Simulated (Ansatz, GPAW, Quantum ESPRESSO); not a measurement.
# The valence band of CoSi2 as photoemission sees it, part 7 of 7

Wanted: projected DOS of CoSi2, weighted into photoemission and X-ray emission spectra, at several levels of theory.

Ansatz 0.2.0, Quantum ESPRESSO 7.5 and GPAW 26.7.0; DFT, PBE, plane-wave PAW, default files, scalar-relativistic (the session's first sound run).

So far. Step 5 (The same cell in Quantum ESPRESSO): The run ends at a pressure of 0.31 GPa. Step 8 (Quantum ESPRESSO: bands): Of the bands kept, 6 cross the Fermi level on this path, both spins counted.

The database entry behind the starting cell differs from later determinations by our own check (0.1 to 0.3 % short, probably kX units), so it need not match the best structure at ambient conditions.

## Step 9: GPAW, plane waves

This step: DFT, PBE, PAW datasets of GPAW, plane waves, scalar-relativistic (GPAW 26.7.0).

GPAW, with its own PAW datasets and plane waves, is a further check on the main run's cell.

File run.py:

```python
import json
import numpy as np
from ase import Atoms
from ase.parallel import paropen
from gpaw import GPAW, PW, FermiDirac, Mixer, MixerDif, setup_paths

atoms = Atoms(['Co', 'Si', 'Si'],
              cell=[[0.0, 2.678, 2.678], [2.678, 0.0, 2.678], [2.678, 2.678, 0.0]],
              scaled_positions=[[0.0, 0.0, 0.0], [0.75, 0.75, 0.75], [0.25, 0.25, 0.25]],
              pbc=(True, True, True),
              magmoms=[2.0, 0.0, 0.0])
params = dict(mode=PW(420),
              xc='PBE',
              kpts={'size': (12, 12, 12), 'gamma': True},
              occupations=FermiDirac(0.05),
              nbands=-10,
              maxiter=200,
              txt='gs.txt',
              mixer=MixerDif(0.05, 8, 80))
atoms.calc = calc = GPAW(**params)
atoms.get_potential_energy()
ef = calc.get_fermi_level()
nk, ns = len(calc.get_ibz_k_points()), calc.get_number_of_spins()
out = dict(free=atoms.get_potential_energy(force_consistent=True), ef=ef, nel=calc.get_number_of_electrons(), cell=atoms.cell[:], frac=atoms.get_scaled_positions(wrap=False),
           eig=[[calc.get_eigenvalues(k, s) for k in range(nk)] for s in range(ns)], forces=atoms.get_forces(apply_constraint=False), moments=atoms.get_magnetic_moments())
dense = calc.fixed_density(kpts={'size': (16, 16, 16), 'gamma': True}, txt='dos.txt')
out['eig_dense'] = [[dense.get_eigenvalues(k, s) for k in range(len(dense.get_ibz_k_points()))] for s in range(ns)]
dos = dense.dos(shift_fermi_level=False)
e = ef + np.arange(-30, 12, 0.05)
out['e'], out['dos'] = e - ef, dos.raw_dos(e, width=0.1)
kpts = [[0.0, 0.0, 0.0], [0.033333, 0.0, 0.033333], [0.066667, 0.0, 0.066667], [0.1, 0.0, 0.1], ..., [0.5, 0.0, 0.5]]  # list cut here
bands = calc.fixed_density(kpts=kpts, symmetry='off', txt='bands.txt', convergence={'bands': -2})
out['band_e'] = [[bands.get_eigenvalues(k, s) for k in range(len(kpts))] for s in range(ns)]
with paropen('out.json', 'w') as f:
    json.dump(out, f, default=lambda a: a.tolist())
```

Launch:

```console
> OMP_NUM_THREADS=1 mpirun -n 2 gpaw python run.py > run.log
```

Numbers of over 12 decimals in the logs are rounded to 6 here.

What it wrote:

```text
__  _  _
 | _ |_)|_||  |
 |__||  | ||/\| - 26.7.0

units:  Angstrom and eV
cores:  2
OpenMP: True

Versions:

Paths:

Git-hashes:

OMP_NUM_THREADS: 1

Environment variables:
  GPAW_CPUPY:          False
  GPAW_DEBUG:          False
  GPAW_MPI_BACKEND:    cgpaw
  GPAW_MPI_OPTIONS:    None
  GPAW_NO_C_EXTENSION: False
  GPAW_NO_GPU_MPI:     False
  GPAW_TRACE:          False
  GPAW_USE_GPUS:       False

Input parameters:
  mode=PW(ecut=420.0),
  kpts=MonkhorstPack(size=(12, 12, 12), gamma=True),
  maxiter=200,
  mixer=Pulay(name='pulay', nmaxold=8, beta=0.05, weight=80, sigma=0.015, g_ss=None),
  nbands=-10,
  occupations=Occupations(name='fermi-dirac', width=0.05, fixmagmom=False),
  xc=XC(name='PBE')

Diagonalizing LCAO Hamiltonian
Converting LCAO to pw mode

                    Si

           Si

       Co

Atoms  # Å, Bohr magnetons
|   | symbol |        x |        y |        z |    initial magnetic moments |
|---|--------|----------|----------|----------|-----------------------------|
| 0 |     Co | 0.000000 | 0.000000 | 0.000000 | ( 0.0000,  0.0000,  2.0000) |
| 1 |     Si | 4.017000 | 4.017000 | 4.017000 | ( 0.0000,  0.0000,  0.0000) |
| 2 |     Si | 1.339000 | 1.339000 | 1.339000 | ( 0.0000,  0.0000,  0.0000) |

Unit cell  # Å
| periodic |        x |        y |        z |  lengths |    angles |
|----------|----------|----------|----------|----------|-----------|
|      yes | 0.000000 | 2.678000 | 2.678000 | 3.787264 | 60.000000 |
|      yes | 2.678000 | 0.000000 | 2.678000 | 3.787264 | 60.000000 |
|      yes | 2.678000 | 2.678000 | 0.000000 | 3.787264 | 60.000000 |

Number of symmetries: 48
Symmetry operations  # r_c * U_cc + t_c -> r_c
|    | kind |            matrix            |
|----|------|------------------------------|
|  0 |  σ   |  1, 0, 0,  1, 0,-1,  1,-1, 0 |
|  1 |  C2  |  1, 0, 0,  1,-1, 0,  1, 0,-1 |
|  2 |  E   |  1, 0, 0,  0, 1, 0,  0, 0, 1 |
|  3 |  σ   |  1, 0, 0,  0, 0, 1,  0, 1, 0 |
|  4 |  C4  |  1, 0,-1,  1, 0, 0,  1,-1, 0 |
|  5 |  S6  |  1, 0,-1,  1,-1, 0,  1, 0, 0 |
|  6 |  σ   |  1, 0,-1,  0, 1,-1,  0, 0,-1 |
|  7 |  C3  |  1, 0,-1,  0, 0,-1,  0, 1,-1 |
|  8 |  S6  |  1,-1, 0,  1, 0, 0,  1, 0,-1 |
|  9 |  C4  |  1,-1, 0,  1, 0,-1,  1, 0, 0 |
| 10 |  C3  |  1,-1, 0,  0,-1, 1,  0,-1, 0 |
| 11 |  σ   |  1,-1, 0,  0,-1, 0,  0,-1, 1 |
| 12 |  σ   |  0, 1, 0,  1, 0, 0,  0, 0, 1 |
| 13 |  C4  |  0, 1, 0,  0, 1,-1, -1, 1, 0 |
| 14 |  C3  |  0, 1, 0,  0, 0, 1,  1, 0, 0 |
| 15 |  S6  |  0, 1, 0, -1, 1, 0,  0, 1,-1 |
| 16 |  C2  |  0, 1,-1,  1, 0,-1,  0, 0,-1 |
| 17 |  σ   |  0, 1,-1,  0, 1, 0, -1, 1, 0 |
| 18 |  S4  |  0, 1,-1,  0, 0,-1,  1, 0,-1 |
| 19 |  C4  |  0, 1,-1, -1, 1, 0,  0, 1, 0 |
| 20 |  C3  |  0, 0, 1,  1, 0, 0,  0, 1, 0 |
| 21 |  σ   |  0, 0, 1,  0, 1, 0,  1, 0, 0 |
| 22 |  S6  |  0, 0, 1,  0,-1, 1, -1, 0, 1 |
| 23 |  C4  |  0, 0, 1, -1, 0, 1,  0,-1, 1 |
| 24 |  S4  |  0, 0,-1,  1, 0,-1,  0, 1,-1 |
| 25 |  C3  |  0, 0,-1,  0, 1,-1,  1, 0,-1 |
| 26 |  C2  |  0, 0,-1,  0,-1, 0, -1, 0, 0 |
| 27 |  S6  |  0, 0,-1, -1, 0, 0,  0,-1, 0 |
| 28 |  S4  |  0,-1, 1,  1,-1, 0,  0,-1, 0 |
| 29 |  C4  |  0,-1, 1,  0, 0, 1, -1, 0, 1 |
| 30 |  C2  |  0,-1, 1,  0,-1, 0,  1,-1, 0 |
| 31 |  σ   |  0,-1, 1, -1, 0, 1,  0, 0, 1 |
| 32 |  C3  |  0,-1, 0,  1,-1, 0,  0,-1, 1 |
| 33 |  S6  |  0,-1, 0,  0, 0,-1, -1, 0, 0 |
| 34 |  S4  |  0,-1, 0,  0,-1, 1,  1,-1, 0 |
| 35 |  C2  |  0,-1, 0, -1, 0, 0,  0, 0,-1 |
| 36 |  C2  | -1, 1, 0,  0, 1, 0,  0, 1,-1 |
| 37 |  S6  | -1, 1, 0,  0, 1,-1,  0, 1, 0 |
| 38 |  S4  | -1, 1, 0, -1, 0, 1, -1, 0, 0 |
| 39 |  C3  | -1, 1, 0, -1, 0, 0, -1, 0, 1 |
| 40 |  S6  | -1, 0, 1,  0, 0, 1,  0,-1, 1 |
| 41 |  C2  | -1, 0, 1,  0,-1, 1,  0, 0, 1 |
| 42 |  C3  | -1, 0, 1, -1, 1, 0, -1, 0, 0 |
| 43 |  S4  | -1, 0, 1, -1, 0, 0, -1, 1, 0 |
| 44 |  C2  | -1, 0, 0,  0, 0,-1,  0,-1, 0 |
| 45 |  i   | -1, 0, 0,  0,-1, 0,  0, 0,-1 |
| 46 |  σ   | -1, 0, 0, -1, 1, 0, -1, 0, 1 |
| 47 |  C2  | -1, 0, 0, -1, 0, 1, -1, 1, 0 |

BZ-sampling:
  Number of BZ points: 1728
  Number of IBZ points: 72

  Monkhorst-Pack size: [12, 12, 12]
  Monkhorst-Pack shift: [0.041667, 0.041667, 0.041667]

K-points  # in reciprocal-cell coordinates
|     |                                coordinates |     weight |
|-----|--------------------------------------------|------------|
|   0 | ( -0.00000000,  -0.00000000,  -0.00000000) | 0.00057870 |
|   1 | (  0.08333333,   0.08333333,  -0.00000000) | 0.00347222 |
|   2 | (  0.08333333,   0.08333333,   0.08333333) | 0.00462963 |
|   3 | (  0.16666667,   0.08333333,   0.08333333) | 0.00694444 |
|   4 | (  0.16666667,   0.16666667,  -0.00000000) | 0.00347222 |
|   5 | (  0.16666667,   0.16666667,   0.08333333) | 0.01388889 |
|   6 | (  0.16666667,   0.16666667,   0.16666667) | 0.00462963 |
|   7 | (  0.25000000,   0.16666667,   0.08333333) | 0.01388889 |
|   8 | (  0.25000000,   0.16666667,   0.16666667) | 0.01388889 |
|   9 | (  0.25000000,   0.25000000,  -0.00000000) | 0.00347222 |
| ... |                                            |            |
|  71 | (  0.50000000,   0.50000000,   0.50000000) | 0.00231481 |

Plane wave coefficients: 761
Cutoff: 420.0 eV

Spin-components: 2 (collinear spins)
Bands:           19
Projectors:      16
Spin-degeneracy: 1
Datatype:        complex128

  Storage: CPU
  Wave functions: 32_788_224 bytes (16_394_112 per core)
  Projectors: 19_845_504 bytes (9_922_752 per core)

Parallelization:
  kpt:    2
  domain: 1
  band:   1

Density:
  Valence electrons: 17.0
  Components: 2
  Grid points: [18 18 18]
  Charge: 0.0  # |e|

Potential:
  Grid points: [18 18 18]

species:
  Co:
    name:    Cobalt
    Z:       27.0
    valence: 9
    core:    18
    charge:  0.0  # [|e|]
    file:    Co.PBE.gz
    compensation charges:
      type: gauss
      rc: 0.32  # [Å]
      lmax: 2
    cutoffs:
      filter: 1.87  # [Å]
      core: 2.55  # [Å]
    projectors
    | kind |    occ | energy [eV] | rcut [Å] |
    |------|--------|-------------|----------|
    |   4s |  2.000 |      -5.469 |    1.005 |
    |   4p |  0.000 |      -1.277 |    1.058 |
    |   3d |  7.000 |      -8.205 |    1.005 |
    |    s |        |      21.742 |    1.005 |
    |    p |        |      25.934 |    1.058 |
    |    d |        |      19.007 |    1.005 |

    Using partial waves for Co as LCAO basis

  Si:
    name:    Silicon
    Z:       14.0
    valence: 4
    core:    10
    charge:  0.0  # [|e|]
    file:    Si.PBE.gz
    compensation charges:
      type: gauss
      rc: 0.33  # [Å]
      lmax: 2
    cutoffs:
      filter: 1.86  # [Å]
      core: 2.06  # [Å]
    projectors
    | kind |    occ | energy [eV] | rcut [Å] |
    |------|--------|-------------|----------|
    |   3s |  2.000 |     -10.812 |    1.058 |
    |   3p |  2.000 |      -4.081 |    1.058 |
    |    s |        |      16.399 |    1.058 |
    |    p |        |      23.130 |    1.058 |
    |    d |        |       0.000 |    1.058 |

    Using partial waves for Si as LCAO basis

Reference energy: -53675.398406  # eV

eigensolver:
  PPCG
  Converge bands: occupied
  niter=2

density mixing:
  Pulay-Mixer
  Linear mixing parameters: 0.05
  Old densities: 8
  Fourier metric: weight=80, sigma=0.015

occupation numbers:
  Fermi-Dirac:
    width: 0.0500  # eV

poisson solver:
  ecut: 3360.0  # eV

xc functional:
  name: PBE with 2 nearest neighbor stencil

Initialization done in: 2.284 s

convergence criteria:
- Maximum [total energy] change in last 3 cyles: 0.0005 eV / valence electron
- Maximum integral of absolute [dens]ity change: 0.0001 electrons / valence electron
- Maximum integral of absolute [eigenst]ate change: 4e-08 eV^2 / valence electron
maximum number of iterations: 200

SCF iterations
|iter     |     time |      energy | eigst |  dens |  magmom |
|---------|----------|-------------|-------|-------|---------|
|iter:   1|       0s |  -20.454232 | +0.62 |       |  +2.0044|
|iter:   2|       3s |  -20.109959 | -1.62 | -0.63 |  +1.9192|
|iter:   3|       5s |  -19.928324 | -1.91 | -0.70 |  +1.7231|
|iter:   4|       8s |  -20.072029 | -2.08 | -0.79 |  +0.8335|
|iter:   5|      10s |  -20.126297 | -2.26 | -1.20 |  +0.5241|
|iter:   6|      13s |  -20.111924 | -2.44 | -1.35 |  +0.9190|
|iter:   7|      16s |  -20.184203 | -2.24 | -1.07 |  +0.2225|
|iter:   8|      18s |  -20.180104 | -3.94 | -1.49 |  +0.2090|
|iter:   9|      21s |  -20.186677c| -3.42 | -1.56 |  +0.0557|
|iter:  10|      23s |  -20.186833c| -4.66 | -1.89 |  +0.0325|
|iter:  11|      26s |  -20.186522c| -3.72 | -1.98 |  -0.0106|
|iter:  12|      28s |  -20.186485c| -5.58 | -2.88 |  -0.0085|
|iter:  13|      31s |  -20.186485c| -6.10 | -3.20 |  -0.0100|
|iter:  14|      34s |  -20.186493c| -6.33 | -3.15 |  +0.0006|
|iter:  15|      37s |  -20.186492c| -7.56c| -3.91 |  -0.0002|
|iter:  16|      39s |  -20.186492c| -8.02c| -4.43c|  -0.0004|

Converged in 16 steps
SCF loop duration: 41.083 s (2.568 s/step)
Energy contributions relative to reference atoms: (reference = -53675.398406)

Energy contributions:
  Kinetic:          18.450428
  Coulomb:         -13.341199
  Zero:              0.374222
  External:          0.000000
  Xc:              -25.666011
  Entropy:          -0.007865
  Spinorbit:         0.000000
  ----------------------------
  Free energy:     -20.190425
  Extrapolated:    -20.186492

dipole moment: (-14.493513, -14.493513, -14.493513)  # |e|*Ang

Total magnetic moment: (0.000000, 0.000000, -0.000427)

Local magnetic moments
|        x |        y |         z |
|----------|----------|-----------|
| 0.000000 | 0.000000 | -0.000386 |  # Co   0
| 0.000000 | 0.000000 |  0.000003 |  # Si   1
| 0.000000 | 0.000000 |  0.000003 |  # Si   2

Fermi level: 9.641
Eigenvalues  # (at kpt = [-0.000, -0.000, -0.000])
| band index |      eig [eV] | occ [0-1] |      eig [eV] | occ [0-1] |
|------------|---------------|-----------|---------------|-----------|
|          0 |        -3.495 |     1.000 |        -3.495 |     1.000 |
|          1 |         5.587 |     1.000 |         5.586 |     1.000 |
|          2 |         5.587 |     1.000 |         5.586 |     1.000 |
|          3 |         5.587 |     1.000 |         5.586 |     1.000 |
|          4 |         7.761 |     1.000 |         7.761 |     1.000 |
|          5 |         7.761 |     1.000 |         7.761 |     1.000 |
|          6 |        10.420 |     0.000 |        10.420 |     0.000 |
|          7 |        13.072 |     0.000 |        13.071 |     0.000 |
|          8 |        13.072 |     0.000 |        13.071 |     0.000 |
|          9 |        13.072 |     0.000 |        13.071 |     0.000 |
|         10 |        13.116 |     0.000 |        13.116 |     0.000 |
|         11 |        13.116 |     0.000 |        13.116 |     0.000 |
|         12 |        13.116 |     0.000 |        13.116 |     0.000 |
|         13 |        15.334 |     0.000 |        15.335 |     0.000 |
|        ... |               |           |               |           |
|         18 |        20.233 |     0.000 |        20.233 |     0.000 |

No gap
No difference between direct/indirect transitions

Forces  # eV/Ang
|        x |        y |       z |
|----------|----------|---------|
| -0.00000 |  0.00000 | 0.00000 |  # Co   0
| -0.00000 |  0.00000 | 0.00000 |  # Si   1
| -0.00000 | -0.00000 | 0.00000 |  # Si   2

Force computation time: 0.143  # s

timing:  # [seconds]
  Total:  106.550  # ━━━━━━━━━━━━━━━━━━━━━━━━━━━━━━━━━━━━━━━━━━━━━━━━━━━━━━━━
  Init:     1.847  # ━
  SCF:     41.083  # ━━━━━━━━━━━━━━━━━━━━━╸
  Forces:   0.143  #

Max RSS: 288.348  # MiB
```

The job ended after 1.8 min (2 MPI ranks of Arm Neoverse V1, shared host).

This step gave:

```
free energy            : -20.19 eV
Fermi energy           : 9.641 eV
DOS at the Fermi level : 1.061 states/eV/cell
```

The electronic bands at the labelled points (eV, zero at the Fermi level; # counts the bands kept):

| point | up #7 | up #8 | up #9 | up #10 | down #7 | down #8 | down #9 | down #10 |
| --- | --- | --- | --- | --- | --- | --- | --- | --- |
| Γ | 0.78 | 3.43 | 3.43 | 3.43 | 0.78 | 3.43 | 3.43 | 3.43 |
| 0.47 of the way | -0.09 | -0.09 | 0.04 | 1.43 | -0.09 | -0.09 | 0.04 | 1.43 |
| X | -1.91 | -1.90 | -1.29 | 1.64 | -1.91 | -1.90 | -1.30 | 1.64 |
| 0.47 of the way | -1.87 | -1.54 | -1.22 | 1.79 | -1.87 | -1.54 | -1.22 | 1.79 |
| U | -1.72 | -1.20 | -0.94 | 2.02 | -1.72 | -1.20 | -0.94 | 2.02 |
| jump to K | -1.72 | -1.20 | -0.94 | 2.02 | -1.72 | -1.20 | -0.94 | 2.02 |
| 0.47 of the way | -1.62 | -0.57 | 1.07 | 2.98 | -1.62 | -0.58 | 1.07 | 2.98 |
| Γ | 0.78 | 3.43 | 3.43 | 3.43 | 0.78 | 3.43 | 3.43 | 3.43 |
| 0.47 of the way | -0.64 | 1.36 | 1.36 | 2.19 | -0.64 | 1.36 | 1.36 | 2.19 |
| L | -1.59 | -0.48 | -0.48 | 2.71 | -1.59 | -0.48 | -0.48 | 2.71 |
| 0.53 of the way | -1.73 | -1.02 | -0.59 | 2.70 | -1.73 | -1.02 | -0.59 | 2.70 |
| W | -1.90 | -1.42 | -0.65 | 3.67 | -1.90 | -1.42 | -0.65 | 3.67 |
| 0.53 of the way | -1.91 | -1.49 | -1.04 | 2.04 | -1.91 | -1.49 | -1.04 | 2.04 |
| X | -1.91 | -1.90 | -1.29 | 1.64 | -1.91 | -1.90 | -1.30 | 1.64 |

The DOS has structure finer than the step of the table below, so its rows give means over 0.5 eV, whole bins alone (the curve runs from -14.2 to 7.85 eV). Peaks (eV: height): -3.85: 3.08, -1.85: 5.43, 2.45: 2.19, 3.75: 2.71, 5.25: 2.00, 7.35: 2.07.

DOS against E, zero at the Fermi level; means over each step:

| E (eV) | DOS (states/eV/cell) |
| --- | --- |
| -13.5 | 2.0e-4 |
| -13.0 | 0.0902 |
| -12.5 | 0.222 |
| -12.0 | 0.300 |
| -11.5 | 0.367 |
| -11.0 | 0.442 |
| -10.5 | 0.525 |
| -10.0 | 0.620 |
| -9.5 | 0.614 |
| -9.0 | 0.745 |
| -8.5 | 0.818 |
| -8.0 | 0.752 |
| -7.5 | 0.669 |
| -7.0 | 0.727 |
| -6.5 | 0.797 |
| -6.0 | 0.763 |
| -5.5 | 0.841 |
| -5.0 | 0.956 |
| -4.5 | 1.29 |
| -4.0 | 2.71 |
| -3.5 | 2.50 |
| -3.0 | 1.75 |
| -2.5 | 1.66 |
| -2.0 | 3.88 |
| -1.5 | 4.33 |
| -1.0 | 2.70 |
| -0.5 | 2.30 |
| 0.0 | 1.09 |
| 0.5 | 0.630 |
| 1.0 | 0.418 |
| 1.5 | 0.516 |
| 2.0 | 1.44 |
| 2.5 | 1.90 |
| 3.0 | 0.729 |
| 3.5 | 1.45 |
| 4.0 | 2.01 |
| 4.5 | 1.32 |
| 5.0 | 1.35 |
| 5.5 | 1.72 |
| 6.0 | 1.52 |
| 6.5 | 1.58 |
| 7.0 | 1.32 |
| 7.5 | 1.52 |

## Step 10: One cell, several programs

Each program ran the same cell and functional with its own potentials and basis. Levels are from each run's zero of energy.

| quantity | Ansatz | QE | GPAW |
| --- | --- | --- | --- |

## Step 11: Results

| Quantity | Value |
| --- | --- |
| least gap on the mesh and the path | under 0.05 eV or none |
| strongest listed peak within 13 eV of the zero, at 1486.7 eV | 1.7 eV binding, mostly Co 3d |
| strongest listed peak within 13 eV of the zero, at 21.2 eV | 1.7 eV binding, mostly Co 3d |
| Co 3d centre of the filled part | -2.33 eV (8.2 states an atom) |
| PBE (16 s on 2 threads) | no clear gap, highest Al Kα peak within 13 eV at 1.7 eV (Co 3d) |
| LDA (15 s on 2 threads) | no clear gap, highest Al Kα peak within 13 eV at 1.8 eV (Co 3d) |
| coarse-dos (7 s on 2 threads) | no clear gap, highest Al Kα peak within 13 eV at 1.6 eV (Co 3d) |
| qe | no clear gap, highest Al Kα peak within 13 eV at 1.7 eV (Co 3d) |

In words: CoSi2 is without a gap at the base level, and its valence spectrum changes with photon energy as the shells' cross sections do. At 21.2 eV the valence spectrum has its highest listed peaks within 10.8 eV at 1.7 eV (Co 3d) and 3.7 eV (Co 3d). At 1486.7 eV the valence spectrum has its highest listed peaks within 13 eV at 1.7 eV (Co 3d) and 3.7 eV (Co 3d). The shell named is the one with most of the intensity, cross sections included, not always the one with most states there. In the main run, from 1486.7 eV towards hard X-rays the Si 3s share grows by 34 points, as its cross section falls more slowly with photon energy than those of the shells it gains on. At 21.2 eV the area is led by Co 3d (72 %), at 5414.7 eV by Si 3s (61 %), since cross sections fall faster with photon energy for shells of higher angular momentum. These are Kohn–Sham levels; self-energy shifts and satellites are missing. Each run has its own recipe for the spectra (widths, photon energies, in some runs the light), so peak heights and places can differ between runs for that reason too.

[Logs are printed without paths, hosts, clocks, repeated set-up lines and the standing remarks that a program may print on its own settings, such as how far it seeks lower states.]

[Hosts, paths, dates, database ids (printed as entryN), source tags and the programs' standing remarks are cut or masked in the printed files.]

[Maps of the electrostatic potential energy from Ansatz leave out the sawtooth potential of an applied field or a dipole correction, so their vacuum need not be flat; work functions include it.]

[Peak lists hold at most the 14 tallest peaks of each spectrum; further lines can be left out.]
